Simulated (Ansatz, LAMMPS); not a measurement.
# Amorphous 29Ga2O3-71GeO2 (mol %) (86 atoms): atom by atom

86 atoms (14 Fe, 17 Ge, 55 O) placed at random at 3.74 g/cm³, melted at 5000 K for 10 ps at fixed volume with the Morse and Coulomb pair potential with partial charges (Pedone, Malavasi, Menziani, Cormack and Segre, J. Phys. Chem. B 110, 11780 (2006)). Quenched from 5000 K to 300 K at 100 K/ps and fixed volume, held 5 ps, then minimised at fixed cell. Then Fe was replaced by Ga and the cell scaled by 1.006 (the potential has no terms for the new elements, so the cell is a start for a DFT relaxation).

This is the geometry as built. Method: Kohn-Sham DFT, PBE, PAW (set soft_2), plane waves (Ansatz 0.2.0); cutoff 420 eV, Γ point, fixed occupations; density 3.92 g/cm³.

Cell vectors (Å):

```
10.944 0.000 0.000
0.000 10.944 0.000
0.000 0.000 10.944
```

Positions (Å):

```
1 Ga 0.903 8.220 10.699
2 Ga 8.857 4.304 0.414
3 Ga 10.129 9.876 2.143
4 Ga 2.732 6.095 9.233
5 Ga 4.195 1.391 0.424
6 Ga 2.224 10.149 2.489
7 Ga 6.459 6.001 1.358
8 Ga 8.949 9.794 9.422
9 Ga 5.717 8.152 9.505
10 Ga 3.806 8.130 0.766
11 Ga 4.650 10.225 3.552
12 Ga 8.673 7.589 0.222
13 Ga 7.111 8.799 3.954
14 Ga 6.466 2.747 10.572
15 Ge 10.217 6.477 8.889
16 Ge 1.437 3.288 10.814
17 Ge 8.664 1.993 3.016
18 Ge 5.397 3.172 3.008
19 Ge 4.235 0.985 8.256
20 Ge 1.694 10.928 10.592
21 Ge 6.687 10.306 0.938
22 Ge 9.437 6.814 3.034
23 Ge 9.042 7.293 6.055
24 Ge 6.277 9.476 6.909
25 Ge 9.601 2.211 8.946
26 Ge 10.775 1.689 5.747
27 Ge 3.673 7.538 6.396
28 Ge 4.604 6.479 3.295
29 Ge 3.038 1.717 5.125
30 Ge 1.581 5.743 2.117
31 Ge 0.840 9.326 5.378
32 O 9.743 5.569 10.263
33 O 2.341 8.635 5.981
34 O 0.096 6.260 2.849
35 O 9.043 0.612 9.092
36 O 10.486 8.253 5.857
37 O 9.428 6.289 7.406
38 O 2.205 1.717 0.073
39 O 0.251 10.909 5.874
40 O 3.639 8.719 2.749
41 O 0.912 6.917 9.187
42 O 5.784 9.836 5.164
43 O 8.517 6.241 1.678
44 O 8.265 3.055 9.692
45 O 8.123 9.546 0.330
46 O 2.915 5.827 3.181
47 O 0.748 10.884 1.334
48 O 10.220 2.282 7.303
49 O 2.337 4.344 9.812
50 O 7.174 9.179 8.503
51 O 4.903 2.051 9.498
52 O 3.947 7.431 9.833
53 O 0.763 9.443 3.610
54 O 3.075 0.163 9.315
55 O 10.382 8.279 0.980
56 O 9.184 3.145 1.836
57 O 0.417 10.032 9.791
58 O 5.498 10.924 7.642
59 O 3.504 1.575 6.800
60 O 6.947 2.377 3.187
61 O 9.509 7.984 9.416
62 O 6.300 7.373 3.034
63 O 7.703 8.443 6.008
64 O 1.286 4.228 1.305
65 O 2.407 9.418 0.347
66 O 6.369 10.074 2.606
67 O 6.903 4.343 0.556
68 O 3.108 6.272 7.375
69 O 5.542 4.884 3.184
70 O 3.853 0.228 1.851
71 O 5.015 8.278 7.331
72 O 4.482 7.072 4.949
73 O 10.904 2.771 10.008
74 O 8.951 0.397 2.417
75 O 1.387 2.246 5.175
76 O 1.890 6.874 0.819
77 O 5.430 9.368 0.143
78 O 4.653 6.564 1.409
79 O 8.919 8.515 3.164
80 O 8.858 6.397 4.599
81 O 3.019 0.125 4.344
82 O 9.562 1.952 4.527
83 O 6.428 0.961 0.408
84 O 4.266 2.486 4.158
85 O 4.778 2.880 1.407
86 O 6.920 7.063 10.600
```

Q: Give the force on every atom.

Columns: atom, fx, fy, fz (forces in eV/Å).

```
1 -0.276 0.689 0.723
2 -0.474 -0.938 0.011
3 0.597 0.448 0.148
4 -0.032 -0.422 -0.685
5 0.059 -0.318 0.891
6 -0.316 0.376 -0.245
7 -0.369 1.003 -0.385
8 -0.310 0.747 -0.029
9 0.471 0.353 0.740
10 0.290 0.341 0.311
11 -0.591 0.203 -0.629
12 -0.024 0.319 -0.152
13 -0.195 -0.467 -0.024
14 0.384 -0.702 0.040
15 0.028 -0.037 0.170
16 -0.269 1.039 -0.701
17 0.075 0.069 -0.528
18 -0.207 -0.892 0.046
19 -0.462 -1.173 -0.412
20 -0.714 0.040 -0.313
21 -0.527 -0.289 -0.715
22 0.986 0.981 0.490
23 1.306 1.645 -0.425
24 -0.551 0.205 0.016
25 1.006 -0.868 -0.056
26 0.276 -1.481 -0.254
27 -0.740 0.184 -0.331
28 -0.487 0.746 -0.340
29 0.374 -0.912 -0.073
30 0.501 0.594 -0.953
31 -0.127 0.225 -0.221
32 -0.716 -1.077 1.461
33 -0.219 0.693 0.132
34 0.006 -0.399 1.043
35 -0.722 -1.869 0.024
36 0.259 -0.154 0.473
37 -0.832 -1.852 -0.947
38 0.991 0.168 0.613
39 -0.304 -0.094 0.939
40 -0.147 0.765 -0.056
41 1.867 0.615 0.147
42 0.934 -0.258 -1.509
43 -1.216 -1.184 -1.650
44 -1.295 1.261 0.880
45 2.193 -0.488 -1.106
46 -0.453 -0.731 1.242
47 0.070 0.074 1.567
48 0.058 0.951 -0.379
49 1.262 1.232 -1.624
50 0.104 -0.384 0.511
51 0.769 1.506 1.916
52 0.293 0.046 0.451
53 -0.040 0.138 -1.510
54 0.174 -0.494 -0.018
55 -0.703 0.176 0.167
56 0.941 1.437 -1.214
57 -0.793 -1.165 -0.833
58 0.773 0.261 -0.062
59 -0.337 0.911 0.277
60 -0.041 -0.406 0.790
61 -1.139 2.093 0.765
62 -0.001 -0.538 0.358
63 -0.842 0.450 -0.847
64 -0.835 -1.057 1.272
65 0.611 -1.790 0.148
66 0.013 -0.052 2.679
67 0.647 -0.277 -0.546
68 -0.627 -1.485 1.349
69 0.933 0.977 0.110
70 -0.382 -0.007 0.057
71 0.368 -0.342 1.164
72 0.712 -0.282 0.185
73 -0.394 0.055 0.189
74 -0.006 -1.614 -0.535
75 -0.086 1.740 -0.447
76 0.833 1.466 -1.423
77 -1.619 -1.433 -1.335
78 0.163 -0.502 -0.210
79 -0.100 1.684 -0.171
80 -0.834 -2.196 0.716
81 0.561 -1.308 -0.477
82 -0.136 0.656 0.832
83 -0.499 2.141 -0.712
84 0.054 0.556 0.530
85 -0.250 0.139 -1.856
86 0.301 -0.460 0.372
```

The quench rate of 100 K/ps is many orders above laboratory rates, so the cell is likely richer in defects and strain than a real sample. The network of bonds at the start is that of the classical potential that made the cell, and needn't be the one that DFT or experiment would give. Only the Γ point is sampled, in a cell whose shortest periodic width is 11 Å.

The r.m.s. force component is 0.825 eV/Å; the longest force, 2.68 eV/Å, acts on O66.

[Logs are printed without paths, hosts, clocks, repeated set-up lines and the standing remarks that a program may print on its own settings, such as how far it seeks lower states.]

[Hosts, paths, dates, database ids (printed as entryN), source tags and the programs' standing remarks are cut or masked in the printed files.]
